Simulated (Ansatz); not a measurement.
# Converging the field response of a BaHfO3 (001), HfO2 faces film, part 2 of 3

Aim: a convergence study of the equivalent conductor thickness of a BaHfO3 (001), HfO2 faces film, with the cost of each setting.

Ansatz 0.2.0; plane-wave DFT, PBE, Ansatz PAW (the session's first sound run).

So far, equivalent conductor thickness p/(ε₀AE) (Å): step 2 (single point, setting first choice) 9.04; step 5 (run, box 26.3 Å) 9.04; step 6 (single point, box 26.3 Å (run 3)) 10.3; step 7 (single point, box 26.3 Å (run 4)) 9.12; step 8 (run, box 26.3 Å (run 2)) 9.05.

## Step 9: Run, box 26.3 Å (run 3)

input.yaml

```yaml
crystal:
  lattice:
    - [4.17, 0.0, 0.0]
    - [0.0, 4.17, 0.0]
    - [0.0, 0.0, 26.34]
  atoms:
    - { symbol: Hf, position: [0.5, 0.5, 0.3416856492] }
    - { symbol: O, position: [0.0, 0.5, 0.3416856492] }
    - { symbol: O, position: [0.5, 0.0, 0.3416856492] }
    - { symbol: Ba, position: [0.0, 0.0, 0.4208428246] }
    - { symbol: O, position: [0.5, 0.5, 0.4208428246] }
    - { symbol: Hf, position: [0.5, 0.5, 0.5] }
    - { symbol: O, position: [0.0, 0.5, 0.5] }
    - { symbol: O, position: [0.5, 0.0, 0.5] }
    - { symbol: Ba, position: [0.0, 0.0, 0.5791571754] }
    - { symbol: O, position: [0.5, 0.5, 0.5791571754] }
    - { symbol: Hf, position: [0.5, 0.5, 0.6583143508] }
    - { symbol: O, position: [0.0, 0.5, 0.6583143508] }
    - { symbol: O, position: [0.5, 0.0, 0.6583143508] }
kpoints:
  mp_grid: { grid: [12, 12, 1] }
hamiltonian:
  xc: pbe
scf:
  occupations: { method: fixed }
  convergence: { dr2_threshold: 1.0e-10 }
efield:
  axis: 3
  dipole_correction: true
  ramp_position: 0.97
  ramp_width: 0.06
  amplitude: 0.1
output:
  write_potential: true
  write_density: true
  volumetric_format: npy
```

The run is started by

```console
$ ansatz run input.yaml --threads 4 --pin off --max-ram 6144MiB --backend cpu --events-out ev --progress --plain --runs-dir out
```

Numbers of over 12 decimals in the logs are rounded to 6 here.

Output:

```text
[...]
Crystal: 13 atoms, lattice volume = 458.024 Å³
Basis set: ecut = 420 eV, 8857 PW (Γ)
Bands: 88, of which v1, the nominal top of the filled ones, is band 73 counted from 1 (72 counted from 0)
Symmetry: 8 space group operations
k-points: 28 of 144
[...]
k-point 0: bands = [... 69 lower, 1.6753, 1.6753, 1.8409, 1.8409, 5.0544, 5.2021, 5.2346, 5.2346, ... 11 higher]
  k-point 1: bands = [... 69 lower, 1.5248, 1.6074, 1.6892, 1.7726, 5.0991, 5.2516, 5.3678, 5.3817, ... 11 higher]
  k-point 2: bands = [... 69 lower, 1.2642, 1.4314, 1.4475, 1.6122, 5.2300, 5.3015, 5.6063, 5.8104, ... 11 higher]
  k-point 27: bands = [... 69 lower, 1.2676, 1.3844, 2.2216, 2.3889, 6.3692, 6.7078, 7.7281, 7.7281, ... 11 higher]
[key lines of the parts left out:]
SCF converged after 15 iterations
Free energy (F): -63623.866790 eV
Fermi energy:    2.388892 eV
Dipole field:    D = 0.034326 V/Å  (p = 0.086887 e·Å, saw-weighted, corrected)
```

Run time: 66 s. Hardware: 4 threads of AMD EPYC 7R43, shared host; peak memory 1.8 GiB; 4.3 min of CPU time.

The dipole corresponds to a conductor 9.042 Å thick, -0.00 % from the first choice, at 3.1 times its CPU time.

## Step 10: Single point, box 18.3 Å

The cell differs from the one that the last finished run ended in (c 26.340 → 18.340 Å).

input.yaml, the sections that differ from step 9:

```yaml
crystal:
  lattice:
    - [4.17, 0.0, 0.0]
    - [0.0, 4.17, 0.0]
    - [0.0, 0.0, 18.34]
  atoms:
    - { symbol: Hf, position: [0.5, 0.5, 0.2726281352] }
    - { symbol: O, position: [0.0, 0.5, 0.2726281352] }
    - { symbol: O, position: [0.5, 0.0, 0.2726281352] }
    - { symbol: Ba, position: [0.0, 0.0, 0.3863140676] }
    - { symbol: O, position: [0.5, 0.5, 0.3863140676] }
    - { symbol: Hf, position: [0.5, 0.5, 0.5] }
    - { symbol: O, position: [0.0, 0.5, 0.5] }
    - { symbol: O, position: [0.5, 0.0, 0.5] }
    - { symbol: Ba, position: [0.0, 0.0, 0.6136859324] }
    - { symbol: O, position: [0.5, 0.5, 0.6136859324] }
    - { symbol: Hf, position: [0.5, 0.5, 0.7273718648] }
    - { symbol: O, position: [0.0, 0.5, 0.7273718648] }
    - { symbol: O, position: [0.5, 0.0, 0.7273718648] }
kpoints:
  mp_grid: { grid: [6, 6, 1] }
# hamiltonian, scf, efield, output: as in step 9
```

Output:

```text
[...]
Crystal: 13 atoms, lattice volume = 318.912 Å³
Basis set: ecut = 420 eV, 6189 PW (Γ)
Bands: 88, of which v1, the nominal top of the filled ones, is band 73 counted from 1 (72 counted from 0)
Symmetry: 8 space group operations
k-points: 10 of 36
[...]
k-point 0: bands = [... 69 lower, 4.5958, 4.5958, 4.7614, 4.7614, 7.9492, 8.1221, 8.1547, 8.1547, ... 11 higher]
  k-point 1: bands = [... 69 lower, 4.1845, 4.3518, 4.3679, 4.5326, 8.1304, 8.2216, 8.5679, 8.7304, ... 11 higher]
  k-point 2: bands = [... 69 lower, 4.0518, 4.0701, 4.1521, 4.2355, 8.3742, 8.5651, 8.9786, 9.0334, ... 11 higher]
  k-point 9: bands = [... 69 lower, 4.1878, 4.3045, 5.1420, 5.3093, 9.2863, 9.6338, 10.6484, 10.6484, ... 11 higher]
[key lines of the parts left out:]
SCF converged after 16 iterations
Free energy (F): -63623.865991 eV
Fermi energy:    5.309341 eV
Dipole field:    D = 0.049255 V/Å  (p = 0.086808 e·Å, saw-weighted, corrected)
```

Wall time 16 s (4 threads); peak memory 1 GiB.

The dipole corresponds to a conductor 9.033 Å thick, -0.09 % from the first choice, at 0.75 times its CPU time.

## Step 11: Run, box 22.3 Å

The cell differs from the one that the last finished run ended in (c 18.340 → 22.340 Å).

input.yaml, the sections that differ from step 10:

```yaml
crystal:
  lattice:
    - [4.17, 0.0, 0.0]
    - [0.0, 4.17, 0.0]
    - [0.0, 0.0, 22.34]
  atoms:
    - { symbol: Hf, position: [0.5, 0.5, 0.3133393017] }
    - { symbol: O, position: [0.0, 0.5, 0.3133393017] }
    - { symbol: O, position: [0.5, 0.0, 0.3133393017] }
    - { symbol: Ba, position: [0.0, 0.0, 0.4066696509] }
    - { symbol: O, position: [0.5, 0.5, 0.4066696509] }
    - { symbol: Hf, position: [0.5, 0.5, 0.5] }
    - { symbol: O, position: [0.0, 0.5, 0.5] }
    - { symbol: O, position: [0.5, 0.0, 0.5] }
    - { symbol: Ba, position: [0.0, 0.0, 0.5933303491] }
    - { symbol: O, position: [0.5, 0.5, 0.5933303491] }
    - { symbol: Hf, position: [0.5, 0.5, 0.6866606983] }
    - { symbol: O, position: [0.0, 0.5, 0.6866606983] }
    - { symbol: O, position: [0.5, 0.0, 0.6866606983] }
# kpoints, hamiltonian, scf, efield, output: as in step 10
```

Output:

```text
[...]
Crystal: 13 atoms, lattice volume = 388.468 Å³
Basis set: ecut = 420 eV, 7531 PW (Γ)
Bands: 88, of which v1, the nominal top of the filled ones, is band 73 counted from 1 (72 counted from 0)
Symmetry: 8 space group operations
k-points: 10 of 36
[...]
k-point 0: bands = [... 69 lower, 2.8741, 2.8741, 3.0396, 3.0396, 6.2531, 6.4006, 6.4331, 6.4331, ... 11 higher]
  k-point 1: bands = [... 69 lower, 2.4629, 2.6301, 2.6463, 2.8109, 6.4288, 6.5000, 6.8072, 7.0089, ... 11 higher]
  k-point 2: bands = [... 69 lower, 2.3302, 2.3484, 2.4304, 2.5137, 6.6526, 6.8588, 7.2233, 7.3117, ... 11 higher]
  k-point 9: bands = [... 69 lower, 2.4661, 2.5830, 3.4202, 3.5876, 7.5678, 7.9065, 8.9265, 8.9265, ... 11 higher]
[key lines of the parts left out:]
SCF converged after 15 iterations
Free energy (F): -63623.865833 eV
Fermi energy:    3.587568 eV
Dipole field:    D = 0.040473 V/Å  (p = 0.086887 e·Å, saw-weighted, corrected)
```

It took 19 s on 4 threads; peak memory 1.2 GiB; 74 s of CPU time.

The dipole corresponds to a conductor 9.042 Å thick, +0.00 % from the first choice, at 0.89 times its CPU time.

## Step 12: Single point, box 34.3 Å

The cell differs from the one that the last finished run ended in (c 22.340 → 34.340 Å).

input.yaml, the sections that differ from step 11:

```yaml
crystal:
  lattice:
    - [4.17, 0.0, 0.0]
    - [0.0, 4.17, 0.0]
    - [0.0, 0.0, 34.34]
  atoms:
    - { symbol: Hf, position: [0.5, 0.5, 0.3785672685] }
    - { symbol: O, position: [0.0, 0.5, 0.3785672685] }
    - { symbol: O, position: [0.5, 0.0, 0.3785672685] }
    - { symbol: Ba, position: [0.0, 0.0, 0.4392836342] }
    - { symbol: O, position: [0.5, 0.5, 0.4392836342] }
    - { symbol: Hf, position: [0.5, 0.5, 0.5] }
    - { symbol: O, position: [0.0, 0.5, 0.5] }
    - { symbol: O, position: [0.5, 0.0, 0.5] }
    - { symbol: Ba, position: [0.0, 0.0, 0.5607163658] }
    - { symbol: O, position: [0.5, 0.5, 0.5607163658] }
    - { symbol: Hf, position: [0.5, 0.5, 0.6214327315] }
    - { symbol: O, position: [0.0, 0.5, 0.6214327315] }
    - { symbol: O, position: [0.5, 0.0, 0.6214327315] }
# kpoints, hamiltonian, scf, efield, output: as in step 11
```

Output:

```text
[...]
Crystal: 13 atoms, lattice volume = 597.135 Å³
Basis set: ecut = 420 eV, 11579 PW (Γ)
Bands: 88, of which v1, the nominal top of the filled ones, is band 73 counted from 1 (72 counted from 0)
Symmetry: 8 space group operations
k-points: 10 of 36
[...]
k-point 0: bands = [... 69 lower, 0.1159, 0.1159, 0.2814, 0.2814, 3.4966, 3.6425, 3.6750, 3.6750, ... 11 higher]
  k-point 1: bands = [... 69 lower, -0.2952, -0.1280, -0.1118, 0.0528, 3.6722, 3.7418, 4.0478, 4.2507, ... 11 higher]
  k-point 2: bands = [... 69 lower, -0.4280, -0.4098, -0.3278, -0.2444, 3.8945, 4.1026, 4.4644, 4.5536, ... 11 higher]
  k-point 9: bands = [... 69 lower, -0.2921, -0.1751, 0.6622, 0.8295, 4.8102, 5.1489, 6.1685, 6.1685, ... 11 higher]
[key lines of the parts left out:]
SCF converged after 16 iterations
Free energy (F): -63623.865599 eV
Fermi energy:    0.829473 eV
Dipole field:    D = 0.026326 V/Å  (p = 0.086876 e·Å, saw-weighted, corrected)
```

The job ended after 29 s (4 threads; peak memory 1.6 GiB; 1.9 min of CPU time).

The dipole corresponds to a conductor 9.040 Å thick, -0.01 % from the first choice, at 1.4 times its CPU time.

## Step 13: Single point, box 26.3 Å (run 5)

input.yaml

```yaml
crystal:
  lattice:
    - [4.17, 0.0, 0.0]
    - [0.0, 4.17, 0.0]
    - [0.0, 0.0, 26.34]
  atoms:
    - { symbol: Hf, position: [0.5, 0.5, 0.3416856492] }
    - { symbol: O, position: [0.0, 0.5, 0.3416856492] }
    - { symbol: O, position: [0.5, 0.0, 0.3416856492] }
    - { symbol: Ba, position: [0.0, 0.0, 0.4208428246] }
    - { symbol: O, position: [0.5, 0.5, 0.4208428246] }
    - { symbol: Hf, position: [0.5, 0.5, 0.5] }
    - { symbol: O, position: [0.0, 0.5, 0.5] }
    - { symbol: O, position: [0.5, 0.0, 0.5] }
    - { symbol: Ba, position: [0.0, 0.0, 0.5791571754] }
    - { symbol: O, position: [0.5, 0.5, 0.5791571754] }
    - { symbol: Hf, position: [0.5, 0.5, 0.6583143508] }
    - { symbol: O, position: [0.0, 0.5, 0.6583143508] }
    - { symbol: O, position: [0.5, 0.0, 0.6583143508] }
kpoints:
  mp_grid: { grid: [6, 6, 1] }
hamiltonian:
  xc: pbe
scf:
  occupations: { method: fixed }
  convergence: { dr2_threshold: 1.0e-10 }
efield:
  axis: 3
  dipole_correction: true
  ramp_position: 0.97
  ramp_width: 0.06
  amplitude: 0.005
output:
  write_potential: true
  write_density: true
  volumetric_format: npy
```

Output:

```text
[...]
Crystal: 13 atoms, lattice volume = 458.024 Å³
Basis set: ecut = 420 eV, 8857 PW (Γ)
Bands: 88, of which v1, the nominal top of the filled ones, is band 73 counted from 1 (72 counted from 0)
Symmetry: 8 space group operations
k-points: 10 of 36
[...]
k-point 0: bands = [... 69 lower, 1.7501, 1.7501, 1.7674, 1.7674, 5.1746, 5.2033, 5.2399, 5.2399, ... 11 higher]
  k-point 1: bands = [... 69 lower, 1.3265, 1.3697, 1.5189, 1.5419, 5.3071, 5.3564, 5.4946, 5.8114, ... 11 higher]
  k-point 2: bands = [... 69 lower, 1.1543, 1.1667, 1.2111, 1.2542, 5.4604, 5.7671, 5.9241, 6.1102, ... 11 higher]
  k-point 9: bands = [... 69 lower, 1.2614, 1.3851, 2.3017, 2.3101, 6.4277, 6.6514, 7.7481, 7.7481, ... 11 higher]
[key lines of the parts left out:]
SCF converged after 15 iterations
Free energy (F): -63623.861886 eV
Fermi energy:    2.310123 eV
Dipole field:    D = 0.001716 V/Å  (p = 0.004344 e·Å, saw-weighted, corrected)
```

Run time: 22 s. Hardware: 4 threads; peak memory 1.3 GiB; 83 s of CPU time.

The dipole corresponds to a conductor 9.041 Å thick, -0.01 % from the first choice, at 1.0 times its CPU time.

## Step 14: Run, box 26.3 Å (run 4)

Edit input.yaml of step 13 so:

```diff
@@ -31,3 +31,3 @@
   ramp_width: 0.06
-  amplitude: 0.005
+  amplitude: 0.03
 output:
```

Output:

```text
[...]
Crystal: 13 atoms, lattice volume = 458.024 Å³
Basis set: ecut = 420 eV, 8857 PW (Γ)
Bands: 88, of which v1, the nominal top of the filled ones, is band 73 counted from 1 (72 counted from 0)
Symmetry: 8 space group operations
k-points: 10 of 36
[...]
k-point 0: bands = [... 69 lower, 1.7328, 1.7328, 1.7845, 1.7845, 5.1591, 5.2032, 5.2394, 5.2394, ... 11 higher]
  k-point 1: bands = [... 69 lower, 1.3158, 1.3803, 1.5036, 1.5571, 5.3066, 5.3384, 5.5114, 5.8113, ... 11 higher]
  k-point 2: bands = [... 69 lower, 1.1425, 1.1814, 1.2006, 1.2646, 5.4599, 5.7531, 5.9374, 6.1104, ... 11 higher]
  k-point 9: bands = [... 69 lower, 1.2619, 1.3850, 2.2808, 2.3310, 6.4214, 6.6575, 7.7461, 7.7461, ... 11 higher]
[key lines of the parts left out:]
SCF converged after 15 iterations
Free energy (F): -63623.862266 eV
Fermi energy:    2.330978 eV
Dipole field:    D = 0.010297 V/Å  (p = 0.026064 e·Å, saw-weighted, corrected)
```

Wall time 21 s (4 threads); peak memory 1.3 GiB.

The dipole corresponds to a conductor 9.041 Å thick, -0.01 % from the first choice, at 0.99 times its CPU time.

## Step 15: Single point, box 26.3 Å (run 6)

Edit input.yaml of step 14 so:

```diff
@@ -31,3 +31,3 @@
   ramp_width: 0.06
-  amplitude: 0.03
+  amplitude: 0.3
 output:
```

Output:

```text
[...]
Crystal: 13 atoms, lattice volume = 458.024 Å³
Basis set: ecut = 420 eV, 8857 PW (Γ)
Bands: 88, of which v1, the nominal top of the filled ones, is band 73 counted from 1 (72 counted from 0)
Symmetry: 8 space group operations
k-points: 10 of 36
[...]
k-point 0: bands = [... 69 lower, 1.5073, 1.5073, 2.0012, 2.0012, 4.6268, 5.1907, 5.1924, 5.1924, ... 11 higher]
  k-point 1: bands = [... 69 lower, 1.2097, 1.2822, 1.5883, 1.7711, 4.8148, 5.2574, 5.7119, 5.7687, ... 11 higher]
  k-point 2: bands = [... 69 lower, 1.0620, 1.2032, 1.3812, 1.4703, 5.3016, 5.4051, 6.1332, 6.2944, ... 11 higher]
  k-point 9: bands = [... 69 lower, 1.3121, 1.3793, 2.0498, 2.5515, 6.1315, 6.9268, 7.6213, 7.6213, ... 11 higher]
[key lines of the parts left out:]
SCF converged after 16 iterations
Free energy (F): -63623.900983 eV
Fermi energy:    2.551506 eV
Dipole field:    D = 0.103033 V/Å  (p = 0.260796 e·Å, saw-weighted, corrected)
```

It took 26 s on 4 threads; peak memory 1.3 GiB; 100 s of CPU time.

The dipole corresponds to a conductor 9.046 Å thick, +0.05 % from the first choice, at 1.2 times its CPU time.

## Step 16: Run, box 26.3 Å (run 5)

Edit input.yaml of step 15 so:

```diff
@@ -25,3 +25,3 @@
   occupations: { method: fixed }
-  convergence: { dr2_threshold: 1.0e-10 }
+  convergence: { dr2_threshold: 0.0001 }
 efield:
@@ -31,3 +31,3 @@
   ramp_width: 0.06
-  amplitude: 0.3
+  amplitude: 0.1
 output:
```

Output:

```text
[...]
Crystal: 13 atoms, lattice volume = 458.024 Å³
Basis set: ecut = 420 eV, 8857 PW (Γ)
Bands: 88, of which v1, the nominal top of the filled ones, is band 73 counted from 1 (72 counted from 0)
Symmetry: 8 space group operations
k-points: 10 of 36
[...]
k-point 0: bands = [... 69 lower, 1.6708, 1.6708, 1.8361, 1.8361, 5.0548, 5.1989, 5.2324, 5.2324, ... 11 higher]
  k-point 1: bands = [... 69 lower, 1.2595, 1.4265, 1.4432, 1.6077, 5.2304, 5.2993, 5.6058, 5.8071, ... 11 higher]
  k-point 2: bands = [... 69 lower, 1.1262, 1.1456, 1.2266, 1.3107, 5.4522, 5.6608, 6.0224, 6.1119, ... 11 higher]
  k-point 9: bands = [... 69 lower, 1.2621, 1.3785, 2.2166, 2.3837, 6.3690, 6.7072, 7.7254, 7.7254, ... 11 higher]
[key lines of the parts left out:]
SCF converged after 8 iterations
Free energy (F): -63623.866163 eV
Fermi energy:    2.383749 eV
Dipole field:    D = 0.034246 V/Å  (p = 0.086683 e·Å, saw-weighted, corrected)
```

Run time: 18 s. Hardware: 4 threads; peak memory 1.3 GiB.

The dipole corresponds to a conductor 9.020 Å thick, -0.23 % from the first choice, at 0.85 times its CPU time.

## Step 17: Single point, box 26.3 Å (run 7)

Edit input.yaml of step 16 so:

```diff
@@ -25,3 +25,3 @@
   occupations: { method: fixed }
-  convergence: { dr2_threshold: 0.0001 }
+  convergence: { dr2_threshold: 1.0e-06 }
 efield:
```

Output:

```text
[...]
Crystal: 13 atoms, lattice volume = 458.024 Å³
Basis set: ecut = 420 eV, 8857 PW (Γ)
Bands: 88, of which v1, the nominal top of the filled ones, is band 73 counted from 1 (72 counted from 0)
Symmetry: 8 space group operations
k-points: 10 of 36
[...]
k-point 0: bands = [... 69 lower, 1.6754, 1.6754, 1.8409, 1.8409, 5.0544, 5.2021, 5.2345, 5.2345, ... 11 higher]
  k-point 1: bands = [... 69 lower, 1.2642, 1.4314, 1.4476, 1.6122, 5.2300, 5.3014, 5.6062, 5.8104, ... 11 higher]
  k-point 2: bands = [... 69 lower, 1.1315, 1.1497, 1.2316, 1.3150, 5.4541, 5.6606, 6.0228, 6.1131, ... 11 higher]
  k-point 9: bands = [... 69 lower, 1.2676, 1.3844, 2.2216, 2.3889, 6.3692, 6.7077, 7.7281, 7.7281, ... 11 higher]
[key lines of the parts left out:]
SCF converged after 11 iterations
Free energy (F): -63623.866219 eV
Fermi energy:    2.388898 eV
Dipole field:    D = 0.034319 V/Å  (p = 0.086867 e·Å, saw-weighted, corrected)
```

Wall time 21 s (4 threads); peak memory 1.3 GiB; 80 s of CPU time.

The dipole corresponds to a conductor 9.040 Å thick, -0.02 % from the first choice, at 0.96 times its CPU time.

## Step 18: Single point, box 26.3 Å (run 8)

Edit input.yaml of step 17 so:

```diff
@@ -25,3 +25,3 @@
   occupations: { method: fixed }
-  convergence: { dr2_threshold: 1.0e-06 }
+  convergence: { dr2_threshold: 1.0e-08 }
 efield:
```

Output:

```text
[...]
Crystal: 13 atoms, lattice volume = 458.024 Å³
Basis set: ecut = 420 eV, 8857 PW (Γ)
Bands: 88, of which v1, the nominal top of the filled ones, is band 73 counted from 1 (72 counted from 0)
Symmetry: 8 space group operations
k-points: 10 of 36
[...]
k-point 0: bands = [... 69 lower, 1.6755, 1.6755, 1.8410, 1.8410, 5.0544, 5.2020, 5.2345, 5.2345, ... 11 higher]
  k-point 1: bands = [... 69 lower, 1.2643, 1.4315, 1.4476, 1.6123, 5.2300, 5.3013, 5.6063, 5.8103, ... 11 higher]
  k-point 2: bands = [... 69 lower, 1.1316, 1.1497, 1.2317, 1.3151, 5.4540, 5.6606, 6.0228, 6.1130, ... 11 higher]
  k-point 9: bands = [... 69 lower, 1.2677, 1.3844, 2.2217, 2.3890, 6.3691, 6.7077, 7.7280, 7.7280, ... 11 higher]
[key lines of the parts left out:]
SCF converged after 13 iterations
Free energy (F): -63623.866219 eV
Fermi energy:    2.389006 eV
Dipole field:    D = 0.034327 V/Å  (p = 0.086887 e·Å, saw-weighted, corrected)
```

Wall time 22 s (4 threads); peak memory 1.3 GiB; 83 s of CPU time.

The dipole corresponds to a conductor 9.042 Å thick, +0.00 % from the first choice, at 1.0 times its CPU time.

## Step 19: Run, box 26.3 Å (run 6)

This step: plane-wave DFT, LDA, Ansatz PAW (Ansatz 0.2.0).

Edit input.yaml of step 18 so:

```diff
@@ -22,6 +22,6 @@
 hamiltonian:
-  xc: pbe
+  xc: lda
 scf:
   occupations: { method: fixed }
-  convergence: { dr2_threshold: 1.0e-08 }
+  convergence: { dr2_threshold: 1.0e-10 }
 efield:
```

Output:

```text
[...]
Crystal: 13 atoms, lattice volume = 458.024 Å³
Basis set: ecut = 420 eV, 8857 PW (Γ)
Bands: 88, of which v1, the nominal top of the filled ones, is band 73 counted from 1 (72 counted from 0)
Symmetry: 8 space group operations
k-points: 10 of 36
[...]
k-point 0: bands = [... 69 lower, 1.2845, 1.2845, 1.4474, 1.4474, 4.6449, 4.6924, 4.6924, 4.7609, ... 11 higher]
  k-point 1: bands = [... 69 lower, 0.8635, 1.0290, 1.0493, 1.2114, 4.7580, 4.9264, 5.2273, 5.2681, ... 11 higher]
  k-point 2: bands = [... 69 lower, 0.7355, 0.7511, 0.8249, 0.9143, 4.9087, 5.3193, 5.5923, 5.6711, ... 11 higher]
  k-point 9: bands = [... 69 lower, 0.8763, 0.9978, 1.8369, 2.0016, 5.9310, 6.2716, 7.2332, 7.2332, ... 11 higher]
[key lines of the parts left out:]
SCF converged after 15 iterations
Free energy (F): -62453.434242 eV
Fermi energy:    2.001557 eV
Dipole field:    D = 0.034350 V/Å  (p = 0.086947 e·Å, saw-weighted, corrected)
```

Run time: 24 s. Hardware: 4 threads; peak memory 1.3 GiB; 91 s of CPU time.

The dipole corresponds to a conductor 9.048 Å thick, +0.07 % from the first choice, at 1.1 times its CPU time.

(Part 2 of 3 ends here.)

[Logs are printed without paths, hosts, clocks, repeated set-up lines and the standing remarks that a program may print on its own settings, such as how far it seeks lower states.]

[Hosts, paths, dates, database ids (printed as entryN), source tags and the programs' standing remarks are cut or masked in the printed files.]

[Maps of the electrostatic potential energy from Ansatz leave out the sawtooth potential of an applied field or a dipole correction, so their vacuum need not be flat; planar profiles and work functions include it.]
